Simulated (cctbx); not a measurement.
**ZnSb2Pt6 with cctbx, script by script**

Library: cctbx 2025.11. The data are simulated by the first script.

## 1. Simulate the data

run.py:

```python
from cctbx import adptbx, crystal, miller, sgtbx, xray
from cctbx.array_family import flex
from iotbx.shelx import hklf
from scitbx import matrix
import scitbx.random

cs = crystal.symmetry(unit_cell=(7.229, 7.229, 3.411, 90, 90, 120), space_group_symbol='Hall: P -6 -2')  # P-62m
atoms = [  # label, site, U (iso, or U11 U22 U33 U12 U13 U23 in A^2), occupancy
    ("Pt1", (0.4019, 0.4019, 0), 0.0065, 1),
    ("Pt2", (0.7615, 0.7615, 0.5), 0.0065, 0.94),
    ("Sb1", (2/3, 1/3, 0.5), 0.0096, 1),
    ("Zn1", (0, 0, 0), 0.0127, 1),
]
xs = xray.structure(crystal_symmetry=cs)
for label, site, u, occ in atoms:
    u = adptbx.u_cif_as_u_star(cs.unit_cell(), u) if isinstance(u, tuple) else u
    xs.add_scatterer(xray.scatterer(label, site=site, u=u, occupancy=occ))
xs.set_inelastic_form_factors(0.71073, "sasaki")
xs.show_summary()
p1 = xs.expand_to_p1()
ms = miller.build_set(p1, anomalous_flag=True, d_min=0.84)
flex.set_random_seed(109972)
scitbx.random.set_random_seed(109972)
ms = ms.select(flex.random_double(ms.size()) < 0.95)
i = ms.structure_factors_from_scatterers(p1, algorithm="direct").f_calc().as_intensity_array().data()
i = i * 20000 / flex.max(i)
sig = flex.sqrt(i + flex.pow2(0.02 * i) + 4 ** 2)
noise = scitbx.random.variate(scitbx.random.normal_distribution())(i.size())
data = ms.array(data=i + sig * noise, sigmas=sig).set_observation_type_xray_intensity()
with open("data.hkl", "w") as f:
    data.export_as_shelx_hklf(f)
print("reflections written:", data.size(), " <I/sigma> = %.1f" % flex.mean(data.data() / data.sigmas()))
for h, a, b in list(data.sort("data"))[:12]:
    print("%4d%4d%4d %9.1f %7.1f" % (h + (a, b)))
```

```console
$ python run.py
```

```text
Number of scatterers: 4
At special positions: 4
Unit cell: (7.229, 7.229, 3.411, 90, 90, 120)
Space group: P -6 2 m (No. 189)
reflections written: 1046  <I/sigma> = 25.5
   0   0   2   19988.6   424.3
   0   0  -2   19976.1   424.3
  -1  -1   1    8509.9   191.2
  -1  -1  -1    8471.2   191.2
  -1   2  -1    8447.9   191.2
   2  -1   1    8366.6   191.2
   2  -1  -1    8296.7   191.2
  -1   2   1    8129.3   191.2
   1   1   1    7982.7   178.1
  -2   1  -1    7828.8   178.1
   1  -2   1    7652.6   178.1
  -2   1   1    7614.0   178.1
```

It took 0.42 s on 1 thread of Arm Neoverse N1, on a shared host, peak memory 0.07 GiB.

## 2. Refinement

run.py:

```python
import math
from cctbx import adptbx, crystal, maptbx, sgtbx, xray
from cctbx.array_family import flex
from cctbx.xray import observations
from iotbx.shelx import hklf
from scitbx.lstbx import normal_eqns_solving
from smtbx import absolute_structure, utils
from smtbx.refinement import constraints, least_squares

cs = crystal.symmetry(unit_cell=(7.229, 7.229, 3.411, 90, 90, 120), space_group_symbol='Hall: P -6 -2')  # P-62m
atoms = [  # label, site, U (iso, or U11 U22 U33 U12 U13 U23 in A^2), occupancy
    ("Pt1", (0.4019, 0.4019, 0), 0.0200, 1),
    ("Pt2", (0.7615, 0.7615, 0.5), 0.0200, 1),
    ("Sb1", (2/3, 1/3, 0.5), 0.0200, 1),
    ("Zn1", (0, 0, 0), 0.0200, 1),
]
xs = xray.structure(crystal_symmetry=cs)
for label, site, u, occ in atoms:
    u = adptbx.u_cif_as_u_star(cs.unit_cell(), u) if isinstance(u, tuple) else u
    xs.add_scatterer(xray.scatterer(label, site=site, u=u, occupancy=occ))
xs.set_inelastic_form_factors(0.71073, "sasaki")
xs.convert_to_anisotropic()
raw = hklf.reader(file_name="data.hkl").as_miller_arrays(crystal_symmetry=cs, anomalous=True)[0]
merged = raw.eliminate_sys_absent().merge_equivalents()
fo2 = merged.array().set_observation_type_xray_intensity()
print("Rint %.3f, %d unique reflections to %.2f A" % (merged.r_int(), fo2.size(), fo2.d_min()))
for sc in xs.scatterers():
    sc.flags.set_grad_site(True)
    sc.flags.set_grad_u_aniso(sc.flags.use_u_aniso())
    sc.flags.set_grad_u_iso(sc.flags.use_u_iso())
obs = fo2.as_xray_observations()
extra = {}
rep = constraints.reparametrisation(xs, [], utils.connectivity_table(xs), **extra)
ls = least_squares.crystallographic_ls(obs, rep, weighting_scheme=least_squares.mainstream_shelx_weighting(a=0, b=0))
print("cycle     R1     wR2    GooF  max shift (A)")
for cycle in range(12):
    ls.build_up()
    r1, wr2, goof = ls.r1_factor(cutoff_factor=2)[0], ls.wR2(), ls.goof()
    old = xs.sites_cart()
    normal_eqns_solving.levenberg_marquardt_iterations(ls, n_max_iterations=3, tau=1e-06, step_threshold=1e-7)
    big = flex.max((xs.sites_cart() - old).norms())
    print("%4d %7.4f %7.4f %7.3f %9.5f" % (cycle + 1, r1, wr2, goof, big))
    ls.build_up(objective_only=True)
    if abs(ls.wR2() - wr2) < 5e-5 and big < 5e-4:
        break
ls.build_up()
print("final R1 %.4f wR2 %.4f GooF %.3f  parameters %d  data/parameter %.1f" % (ls.r1_factor(cutoff_factor=2)[0], ls.wR2(), ls.goof(), ls.n_parameters, fo2.size() / ls.n_parameters))
cov = ls.covariance_matrix_and_annotations()
su = dict(zip(cov.annotations, (math.sqrt(max(v, 0)) for v in cov.matrix.matrix_packed_u_diagonal())))
a2 = cs.unit_cell().reciprocal_parameters()[0] ** -2
print("atom        x        y        z      Ueq    occ   su(xyz)  su(Uiso or U11)")
for sc in xs.scatterers():
    s = max(su.get(sc.label + k, 0) for k in (".x", ".y", ".z"))
    npd = "" if sc.is_positive_definite_u(cs.unit_cell()) else "  NPD"
    print("%-5s %8.5f %8.5f %8.5f %8.4f %6.3f %8.5f %7.4f%s" % ((sc.label,) + sc.site + (sc.u_iso_or_equiv(cs.unit_cell()), sc.occupancy, s, su.get(sc.label + ".uiso", su.get(sc.label + ".u11", 0) * a2), npd)))
fo = fo2.f_sq_as_f()
fc = fo.structure_factors_from_scatterers(xs, algorithm="direct").f_calc()
diff = fo.f_obs_minus_f_calc(1 / math.sqrt(ls.scale_factor()), fc).average_bijvoet_mates()
m = diff.fft_map(symmetry_flags=maptbx.use_space_group_symmetry, resolution_factor=0.25).apply_volume_scaling()
print("difference map: max %.2f min %.2f rms %.2f" % (m.statistics().max(), m.statistics().min(), m.statistics().sigma()))
peaks = m.peak_search(parameters=maptbx.peak_search_parameters(min_distance_sym_equiv=0.6, max_clusters=6)).all()
near = xs.closest_distances(peaks.sites(), distance_cutoff=4)
sps = cs.special_position_settings(min_distance_sym_equiv=0.5)
for k, (x, h) in enumerate(zip(peaks.sites(), peaks.heights())):
    ss = sps.site_symmetry(x)
    print("Q%-3d %7.4f %7.4f %7.4f %4d %7.2f  %.2f A from %s" % ((k + 1,) + tuple(t % 1 for t in ss.exact_site()) + (ss.multiplicity(), h, near.smallest_distances[k], xs.scatterers()[near.i_seqs[k]].label)))
```

```console
$ python run.py
```

```text
Rint 0.022, 124 unique reflections to 0.84 A
cycle     R1     wR2    GooF  max shift (A)
   1  0.0919  0.1982  15.918   0.00126
   2  0.0103  0.0270   2.171   0.00000
final R1 0.0103 wR2 0.0270 GooF 2.171  parameters 12  data/parameter 10.3
atom        x        y        z      Ueq    occ   su(xyz)  su(Uiso or U11)
Pt1    0.40197  0.40197  0.00000   0.0048  1.000  0.00011  0.0003
Pt2    0.76133  0.76133  0.50000   0.0084  1.000  0.00010  0.0003
Sb1    0.66667  0.33333  0.50000   0.0083  1.000  0.00000  0.0005
Zn1    0.00000  0.00000  0.00000   0.0117  1.000  0.00000  0.0013
difference map: max 1.06 min -0.98 rms 0.27
Q1    0.0000  0.5139  0.0000    3    1.10  0.61 A from Pt1
Q2    0.0000  0.6158  0.0000    3    0.99  0.13 A from Pt1
Q3    0.0000  0.7995  0.1591    6    0.69  1.55 A from Zn1
Q4    0.0000  0.0000  0.1309    2    0.66  0.45 A from Zn1
Q5    0.0000  0.0749  0.0000    3    0.63  0.54 A from Zn1
Q6    0.0725  0.3867  0.0000    6    0.62  1.85 A from Pt1
```

Time: 0.57 s.

This run holds a fault made on purpose: disorder ignored: each site full, of its main element.

## 3. Refinement (occupancies of the disordered sites free, main element alone)

run.py, as its changes from the last script of this kind:

```diff
@@ -12,4 +12,4 @@
-    ("Pt1", (0.4019, 0.4019, 0), 0.0200, 1),
-    ("Pt2", (0.7615, 0.7615, 0.5), 0.0200, 1),
-    ("Sb1", (2/3, 1/3, 0.5), 0.0200, 1),
-    ("Zn1", (0, 0, 0), 0.0200, 1),
+    ("Pt1", (0.40197, 0.40197, 0), 0.0120, 1),
+    ("Pt2", (0.76133, 0.76133, 0.5), 0.0120, 1),
+    ("Sb1", (2/3, 1/3, 0.5), 0.0120, 1),
+    ("Zn1", (0, 0, 0), 0.0120, 1),
@@ -30,0 +31 @@
+    sc.flags.set_grad_occupancy(sc.label in ('Pt2',))
@@ -36 +37 @@
-for cycle in range(12):
+for cycle in range(20):
@@ -55,0 +57 @@
+print("su of occupancy Pt2: %.3f" % su["Pt2.occ"])
```

```console
$ python run.py
```

```text
Rint 0.022, 124 unique reflections to 0.84 A
cycle     R1     wR2    GooF  max shift (A)
   1  0.0437  0.0938   7.568   0.00101
   2  0.0050  0.0112   0.902   0.00007
   3  0.0050  0.0111   0.894   0.00000
final R1 0.0050 wR2 0.0111 GooF 0.894  parameters 13  data/parameter 9.5
atom        x        y        z      Ueq    occ   su(xyz)  su(Uiso or U11)
Pt1    0.40190  0.40190  0.00000   0.0064  1.000  0.00004  0.0001
Pt2    0.76148  0.76148  0.50000   0.0064  0.941  0.00004  0.0002
Sb1    0.66667  0.33333  0.50000   0.0093  1.000  0.00000  0.0002
Zn1    0.00000  0.00000  0.00000   0.0122  1.000  0.00000  0.0005
su of occupancy Pt2: 0.003
difference map: max 0.32 min -0.56 rms 0.10
Q1    0.3333  0.6667  0.2376    4    0.33  0.90 A from Sb1
Q2    0.1126  0.2409  0.5000    6    0.32  0.81 A from Pt2
Q3    0.1750  0.5792  0.0000    6    0.27  1.34 A from Pt1
Q4    0.2581  0.5173  0.5000    6    0.27  0.94 A from Sb1
Q5    0.0000  0.0933  0.0000    3    0.25  0.67 A from Zn1
Q6    0.1049  0.6940  0.0000    6    0.23  0.73 A from Pt1
```

Run time: 0.62 s on 1 thread of Arm Neoverse N1, on a shared host, peak memory 0.09 GiB.

[Logs are printed without paths, hosts, clocks, repeated set-up lines and the standing remarks that a program may print on its own settings, such as how far it seeks lower states.]
